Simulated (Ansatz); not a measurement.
**Si_C (site 2) in SiC (P6_3mc): charge-transition levels and formation energies**

Charge states of Si_C (site 2) in SiC (P6_3mc), set against the band edges. Model: a cell of 108 host atoms with 1 C taken out and 1 Si put in.

Method: place-levels on r2SCAN runs: charge-transition levels and formation energies with image-charge correction and potential alignment at the atomic sites; PAW set soft_1, in Ansatz 0.2.0.

Experimental background.

“Charge spill-out and work function of few-layer graphene on SiC(0001)” (2018, arxiv:1806.04908) quotes from earlier work for SiC, 6H (bulk crystal, literature): band gap (indirect gap, experimental literature value) 3.03 eV [Literature value cited in passing in the theory part; temperature and measurement method …].

## (1) Starting point

The cell holds 108 atoms: 55 Si and 53 C. Cell: a = 9.236 Å, b = 9.236 Å, c = 15.108 Å, α = 90.0°, β = 90.0°, γ = 120.0°. It derives from SiC (space group P6_3mc). Nearest the centre at fractional (0.667, 0.667, 0.374): Si104 at 0.00 Å, Si62 at 1.88 Å, Si98 at 1.88 Å, Si50 at 1.88 Å, Si101 at 1.89 Å, C70 at 3.08 Å, C106 at 3.08 Å, C58 at 3.08 Å.

The host's dielectric constants go in as inputs: (7.09, 7.09, 7.35) for the electrons alone, (10.43, 10.43, 10.95) with the ions, computed on the host (DFPT, PBEsol, on the r2SCAN cell), and a cell off the functional's own equilibrium shifts the ionic part.

The cell's shortest repeat is 9.2 Å.

## (2) What was run first

Levels follow from differences of total energies between charge states, each relaxed by itself.

Each atom starts 0.05 Å or so off its site in a random direction: a symmetric start keeps its symmetry, and would miss off-centre moves and Jahn–Teller distortions. Forces are taken at one point at (¼, ¼, ¼). The cell holds 2 electrons more than the neutral one, with a uniform background that keeps it neutral on the whole.

The sampling was tested on the host first: at the k-points planned (1x1x1 shifted 0.25 0.25 0.25) its energy lies -0.041 eV an atom from the dense-mesh value, a large miss, so this sampling is coarse for the host.

One state's input; the others differ in charge, spin, start and seed, and in occupations where the table says so.

The input, qm2.relax/input.yaml:

```yaml
crystal:
  lattice:
    - [9.23599493, 0.0, 0.0]
    - [-4.61799746, 7.99860624, 0.0]
    - [0.0, 0.0, 15.1078644]
  atoms:
    - { symbol: Si, position: [0.11111111, 0.22222222, 0.8329854] }
    - { symbol: Si, position: [0.22222222, 0.11111111, 0.3329854] }
[... 5 atom lines left out ...]
    - { symbol: C, position: [0.0, 0.0, 0.37436694] }
[... 23 atom lines left out ...]
    - { symbol: C, position: [0.0, 0.66666667, 0.37436694] }
[... 17 atom lines left out ...]
    - { symbol: Si, position: [0.55555556, 0.44444444, 0.3329854] }
[... 1 atom line left out ...]
    - { symbol: Si, position: [0.44444444, 0.55555556, 0.16650102] }
[... 3 atom lines left out ...]
    - { symbol: C, position: [0.33333333, 0.33333333, 0.37436694] }
[... 1 atom line left out ...]
    - { symbol: C, position: [0.55555556, 0.44444444, 0.20799668] }
    - { symbol: C, position: [0.55555556, 0.44444444, 0.54152848] }
[... 2 atom lines left out ...]
    - { symbol: Si, position: [0.55555556, 0.77777778, 0.3329854] }
[... 5 atom lines left out ...]
    - { symbol: C, position: [0.33333333, 0.66666667, 0.37436694] }
[... 1 atom line left out ...]
    - { symbol: C, position: [0.55555556, 0.77777778, 0.20799668] }
    - { symbol: C, position: [0.55555556, 0.77777778, 0.54152848] }
[... 8 atom lines left out ...]
    - { symbol: C, position: [0.66666667, 0.0, 0.37436694] }
[... 7 atom lines left out ...]
    - { symbol: Si, position: [0.77777778, 0.55555556, 0.16650102] }
[... 3 atom lines left out ...]
    - { symbol: C, position: [0.66666667, 0.33333333, 0.37436694] }
[... 5 atom lines left out ...]
    - { symbol: Si, position: [0.88888889, 0.77777778, 0.3329854] }
[... 1 atom line left out ...]
    - { symbol: Si, position: [0.77777778, 0.88888889, 0.16650102] }
    - { symbol: Si, position: [0.66666667, 0.66666667, 0.49972248] }
[... 2 atom lines left out ...]
    - { symbol: Si, position: [0.66666667, 0.66666667, 0.37436694] }
[... 1 atom line left out ...]
    - { symbol: C, position: [0.88888889, 0.77777778, 0.20799668] }
    - { symbol: C, position: [0.88888889, 0.77777778, 0.54152848] }
    - { symbol: C, position: [0.77777778, 0.88888889, 0.04152848] }
  host:
    repeats: [3, 3, 1]
    atoms:
      - { symbol: Si, position: [0.33333333, 0.66666667, 0.8329854] }
      - { symbol: Si, position: [0.66666667, 0.33333333, 0.3329854] }
      # ... 10 more atoms of the perfect host
total_charge: -2
basis:
  ecutwfc: 500
  xc_grid: 2
hamiltonian:
  xc: r2scan
  pseudopotentials: { kind: paw, azcp: { folder: soft_1 } }
kpoints:
  mp_grid: { grid: [1, 1, 1], shift: [0.25, 0.25, 0.25] }
scf:
  occupations: { method: fixed }
  max_iter: 100
output:
  forces: true
  charged_corrections:
    epsilon: [7.09, 7.09, 7.35]
    static_epsilon: [10.43, 10.43, 10.95]
    defect_position: [0.666667, 0.666667, 0.374367]
relax:
  f_tol: 0.02
  max_steps: 80
  random_displacement: { amplitude: 0.05, seed: 245 }
checkpoint:
  write: "../qm2.relax.run"
  compress: false
  write_wavefunctions: true
  write_every: 100000
```

The run is started by

```bash
ansatz run input.yaml --threads 8 --pin off --max-ram 15073MiB --backend cpu --events-out ev --progress --plain --runs-dir out
```

Defect states can disperse in a cell of this size, so the energy is taken again at a 2×2×2 shifted mesh, on the relaxed structure.

The run of this state that the levels use, under r2SCAN:

The input, qm2.point/input.yaml:

```yaml
crystal:
  checkpoint: "../qm2.relax.run"
  host: checkpoint
total_charge: -2
basis:
  ecutwfc: 500
  xc_grid: 2
hamiltonian:
  xc: r2scan
  pseudopotentials: { kind: paw, azcp: { folder: soft_1 } }
kpoints:
  mp_grid: { grid: [2, 2, 2], shift: [0.5, 0.5, 0.5] }
scf:
  occupations: { method: fermi_dirac, width: 0.01 }
  max_iter: 100
output:
  forces: true
  eigenvalues: true
  charged_corrections:
    epsilon: [7.09, 7.09, 7.35]
    static_epsilon: [10.43, 10.43, 10.95]
    defect_position: [0.666667, 0.666667, 0.374367]
  eigenstates: { localisation: true }
  populations: true
  band_densities: [{ bands: [v1, v1] }, { bands: [c1, c1] }]
  write_density: true
  write_potential: true
  volumetric_format: npy
  elf: true
checkpoint:
  read: "../qm2.relax.run"
  write: "../qm2.point.run"
  compress: false
  write_wavefunctions: false
  write_every: 100000
```

Relaxations under r2SCAN at one point at (¼, ¼, ¼); times on 8 threads of Arm Neoverse V1, shared host:

```tsv
charge	moment (μB)	occupations	outcome	steps	largest displacement against the far atoms (Å)	time
−2	0	fixed	converged	8	0.31	2.6 min
−1	1	fixed	converged	6	0.28	4.4 min
0	0	fixed	converged	6	0.27	1.9 min
+1	1	fixed	converged	8	0.31	6 min
+2	0	fixed	converged	12	0.36	3.9 min
−2	2	fixed	converged	6	0.29	4.5 min
+2	2	fixed	converged	7	0.34	5.1 min
```

Single points under r2SCAN at a 2×2×2 shifted mesh; times on 8 threads of Arm Neoverse V1, shared host:

```tsv
charge	moment (μB)	occupations	outcome	time
−2	0	fermi-dirac	converged	2.2 min
−1	1	fermi-dirac	converged	5.8 min
0	0	fermi-dirac	converged	1.9 min
+1	1	fermi-dirac	converged	6 min
+2	0	fermi-dirac	converged	2 min
−2	2	fermi-dirac	converged	4.4 min
+2	2	fermi-dirac	converged	4.9 min
```

Distances (Å) from Si104 to the nearest atoms after relaxation with r2SCAN:

```tsv
charge	moment (μB)	1.	2.	3.	4.	5.	6.
−2	0	Si 2.14	Si 2.14	Si 2.14	Si 2.16	C 3.11	C 3.11
−2	2	Si 2.13	Si 2.14	Si 2.14	Si 2.16	C 3.12	C 3.13
−1	1	Si 2.13	Si 2.14	Si 2.14	Si 2.16	C 3.12	C 3.12
0	0	Si 2.13	Si 2.13	Si 2.13	Si 2.16	C 3.12	C 3.12
+1	1	Si 2.16	Si 2.16	Si 2.16	Si 2.21	C 3.09	C 3.09
+2	0	Si 2.16	Si 2.17	Si 2.17	Si 2.28	C 3.06	C 3.06
+2	2	Si 2.17	Si 2.17	Si 2.21	Si 2.22	C 3.10	C 3.10
```

[end of part 1 of 2]

[Logs are printed without paths, hosts, clocks, repeated set-up lines and the standing remarks that a program may print on its own settings, such as how far it seeks lower states.]

[Hosts, paths, dates, database ids (printed as entryN), source tags and the programs' standing remarks are cut or masked in the printed files.]

[Where a table of states has a column of steps, it counts the stored structures, which are thinned; the runs took as many ionic steps or more.]

[A defect's name tells the site on which it was built; relaxed atoms can leave that site.]

[For some hosts the program warned that the k-mesh of the response run may be too coarse for force constants and the static dielectric constant; such warnings are not shown here.]
